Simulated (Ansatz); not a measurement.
# LiF (Griceite, Fm-3m): zone-centre modes under pressure, part 3 of 3

Wanted: Grüneisen parameters and pressure coefficients of the modes of LiF (Griceite, Fm-3m).

Ansatz 0.2.0; DFT PBE, scalar-relativistic, plane waves, PAW; PAW set soft_1.

So far, highest optical mode at the zone centre (no LO-TO term) (cm⁻¹): step 4 (modes at rest) 266; step 6 (volume ratio 1.06) 215.

### 7. Ground state of a member: 0.9 times the volume at rest

The cell is set to 0.9 times the volume at rest; symmetry leaves nothing else free, so this is a single point.

input.yaml reads:

```yaml
crystal:
  lattice:
    - [0.0, 1.9634276946, 1.9634276946]
    - [1.9634276946, 0.0, 1.9634276946]
    - [1.9634276946, 1.9634276946, 0.0]
  atoms:
    - { symbol: Li, position: [0.0, 0.0, 0.0] }
    - { symbol: F, position: [0.5, 0.5, 0.5] }
kpoints:
  mp_grid: { grid: [12, 12, 12] }
hamiltonian:
  xc: pbe
  pseudopotentials: { kind: paw, azcp: { folder: soft_1 } }
scf:
  occupations: { method: fixed }
output:
  forces: true
  stress: true
  eigenvalues: true
```

Command:

```sh
$ ansatz run input.yaml --threads 4 --pin off --max-ram 10240MiB --backend cpu --events-out ev --progress --plain --runs-dir out
```

Numbers of over 12 decimals in the logs are rounded to 6 here.

What it wrote:

```text
[...]
Crystal: 2 atoms, lattice volume = 15.138 Å³
Basis set: ecut = 420 eV, 307 PW (Γ), exchange–correlation on 40×40×40 points (8 copies of the dense FFT grid, shifted against one another)
Bands: 9, of which v1, the nominal top of the filled ones, is band 5 counted from 1 (4 counted from 0)
Symmetry: 48 space group operations
[...]
k-points: 72 of 1728
[...]
Free energy (F): -1016.134152 eV
[...]
Internal energy: -1016.134152 eV  (E = F + TS)
E sigma→0 (E₀):  -1016.134152 eV
Fermi energy:    1.604554 eV
[...]
--- Stress (GPa, compression-positive) ---
        8.781819       0.000000      -0.000000
       -0.000000       8.781819      -0.000000
        0.000000      -0.000000       8.781819
  P = ⅓ Tr σ = 8.7818 GPa (87.818 kbar)
--- Band table (eV; the first three rows and the last of 72) ---
[...]
[key lines of the parts left out:]
SCF converged after 7 iterations
```

Wall time 0.34 s (4 threads of Intel Xeon Platinum 8375C at 2.90GHz (Ice Lake), shared host); peak memory 0.32 GiB.

This step gave:

```
pressure          : 8.782 GPa
gap on the k-mesh : 9.806 eV
volume per atom   : 7.569 Å³
```

The forces vanish by symmetry, at a pressure of 8.78 GPa.

### 8. Zone-centre modes of the member: 0.9 times the volume at rest

The zone-centre modes follow for 0.9 times the volume at rest, with the response to a field.

Edit input.yaml of step 7 so:

```diff
@@ -16,4 +16,6 @@
 output:
-  forces: true
-  stress: true
   eigenvalues: true
+phonons:
+  method: dfpt
+  dielectric: true
+  rigid_motions: translations
```

What it wrote:

```text
[...]
Crystal: 2 atoms, lattice volume = 15.138 Å³
Basis set: ecut = 420 eV, 307 PW (Γ), exchange–correlation on 40×40×40 points (8 copies of the dense FFT grid, shifted against one another)
Bands: 9, of which v1, the nominal top of the filled ones, is band 5 counted from 1 (4 counted from 0)
Symmetry: 48 space group operations
k-points: 163 of 1728 (irreducible under 8 space group operations, time reversal used)
[...]
optical modes at Γ + LO–TO along q̂ = [1.0000, 0.0000, 0.0000]:
      ω (cm⁻¹)  modes    IR ((D/Å)²/amu)
[...]
optical modes at Γ + LO–TO along q̂ = [0.0000, 1.0000, 0.0000]:
      ω (cm⁻¹)  modes    IR ((D/Å)²/amu)
        355.41      2             9.8675
        678.59      1             4.9338
  optical modes at Γ + LO–TO along q̂ = [0.0000, 0.0000, 1.0000]:
      ω (cm⁻¹)  modes    IR ((D/Å)²/amu)
        355.41      2             9.8675
        678.59      1             4.9338
[key lines of the parts left out:]
SCF converged after 8 iterations
Free energy (F): -1016.134152 eV
Fermi energy:    1.604553 eV
```

Run time: 3.3 s. Hardware: 4 threads; peak memory 0.41 GiB; 11 s of CPU time.

Numbers from this step:

- sum-rule residual before enforcement: 2.29e-5 eV/Å²
- miss of the charge sum rule: 9.95e-6 e
- highest optical mode at the zone centre (no LO-TO term): 355.4 cm⁻¹
- lowest optical zone-centre mode: 355.4 cm⁻¹
- mean high-frequency dielectric constant: 2.080
- largest Born charge (third of the trace): 1.043 e
- mean static dielectric constant: 7.583
- top of the zone-centre spectrum with the field: 678.6 cm⁻¹

Without the LO-TO term. Patterns of degenerate modes are one choice out of their space. The modes at Γ (shares of kinetic energy by element, %):

```csv
mode,frequency (cm⁻¹),symmetry,Li %,F %
1,0.0,acoustic,27,73
2,0.0,acoustic,27,73
3,0.0,acoustic,27,73
4,355.4,T1u,73,27
5,355.4,T1u,73,27
6,355.4,T1u,73,27
```

Transverse modes. Infrared lines, with heights relative to the strongest:

```csv
position (cm⁻¹),label,relative intensity
355,T1u,100
```

The optical mode without the LO-TO term lies at 355.4 cm⁻¹.

Between step 4 and this run (volume ratio 0.9) the value for the highest optical mode at the zone centre (no LO-TO term) moves from 266 cm⁻¹ to 355 cm⁻¹ (+34 %).

### 9. All members side by side

The members are set side by side, also those not shown above.

Each row is one cell with its response, relaxed at fixed volume as far as symmetry leaves anything free; energies are extrapolated to zero smearing, and E0 is that at rest; shape and atoms are relaxed in each cell where symmetry leaves them free. State of the crystal along the series:

```csv
volume ratio,V (Å³/atom),pressure (GPa),E - E0 (meV/atom),gap on mesh (eV),ε∞,ε0,"largest Born charge in size, a third of the trace (e)","top mode with the field, highest of q along x, y and z (cm⁻¹)"
0.9,7.569,8.782,21.06,9.806,2.08,7.583,1.043,678.6
0.92,7.737,6.64,13.01,9.594,2.073,8.104,1.045,665.4
0.94,7.905,4.715,7.045,9.392,2.067,8.695,1.047,652.9
0.96,8.074,2.979,3.04,9.2,2.061,9.377,1.05,640.9
0.98,8.242,1.413,0.7613,9.016,2.054,10.17,1.052,629.5
0.99,8.326,0.6902,0.1886,8.927,2.051,10.61,1.053,624
1,8.41,0.002525,0,8.841,2.048,11.1,1.054,618.6
1.02,8.578,-1.273,0.6944,8.673,2.042,12.2,1.056,608.2
1.04,8.746,-2.423,2.619,8.513,2.037,13.54,1.058,598.2
1.06,8.915,-3.462,5.728,8.359,2.031,15.19,1.06,588.7
```

Without the LO-TO term; each mode is tracked from rest by its pattern, and modes that stay within 0.3 cm⁻¹ of each other stand once; shape and atoms are relaxed in each cell where symmetry leaves them free. Optical modes along the series:

```csv
V (Å³/atom),mode 4 T1u (cm⁻¹)
7.569,355.4
7.737,336.6
7.905,318.3
8.074,300.4
8.242,282.9
8.326,274.3
8.41,265.8
8.578,248.8
8.746,232
8.915,215.3
```

From cubic fits (parabolas where under five rows exist) of ln ω and P against ln V through the rows within about 4 % of rest: γ = −d ln ω / d ln V and dω/dP = γ ω / B. Slopes at rest:

```csv
mode,fitted frequency at rest (cm⁻¹),Grüneisen parameter γ,dω/dP (cm⁻¹/GPa)
mode 4 T1u,265.8,3.21,12.72
longitudinal mode,618.6,0.86,7.94
```

### 10. Results

- members: 10
- highest optical mode at the zone centre (no LO-TO term), at rest: 265.8 cm⁻¹
- bulk modulus at rest: 67.0 GPa
- mode 4 T1u, γ: 3.21
- longitudinal mode, γ: 0.86

In words: The series spans -3.5 to 8.8 GPa, and the slope at rest gives a bulk modulus of 67 GPa. The transverse optical mode has γ = 3.21 and moves by 12.7 cm⁻¹ for each GPa, the longitudinal one has γ = 0.86 and moves by 7.9. ε∞ is 2.05 at rest, with d ln ε∞ / d ln V = -0.15. One k mesh and one cutoff serve the ground states and modes of all volumes; the field response picks its own mesh. These are harmonic frequencies at zero temperature: anharmonic shifts, linewidths and thermal expansion are left out. Only the zone centre was solved, so an instability at another wavevector cannot show here.

[Logs are printed without paths, hosts, clocks, repeated set-up lines and the standing remarks that a program may print on its own settings, such as how far it seeks lower states.]

[Hosts, paths, dates, database ids (printed as entryN), source tags and the programs' standing remarks are cut or masked in the printed files.]
